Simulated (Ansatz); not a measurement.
In doubt: masses and optical values from hybrid runs of this build are listed as unsure, which bears on the screening that GW takes from such a start.

Rows from a G0W0 calculation on Bi2Se3 (Paraguanajuatite) (Ansatz 0.2.0; G0W0 on HSE06, plane waves, PAW; 4×4×4 mesh, 423 empty bands, screening to 120 eV), in eV. Spin-orbit coupling is left out.

| row | Σx | Σc | Vxc | Z |
| --- | --- | --- | --- | --- |
| A | -17.12 | 1.68 | -15.38 | 0.76 |
| B | -16.51 | 0.55 | -15.88 | 0.77 |
| C | -9.72 | -3.35 | -13.02 | 0.79 |
| D | -9.54 | -3.09 | -12.55 | 0.80 |

Q: Which rows are filled states and which are empty ones, and how can one tell?

Filled: A and B. Empty: C and D. The sign of Σc tells: for a filled state bare exchange, which holds its interaction with itself, lies below Vxc (Σx − Vxc is -0.6 eV or lower here) and screening gives part back as a positive Σc. For an empty state Σx lies above Vxc (+3.0 eV or more) and the Coulomb hole leaves Σc negative.

[Runs of the session that timed out or met a known fault of the program may be left out.]

[Cells called generated may have been cut or substituted from an entry of the Crystallography Open Database or the Materials Project.]

[Hosts, paths, dates, database ids (printed as entryN), source tags and the programs' standing remarks are cut or masked in the printed files.]
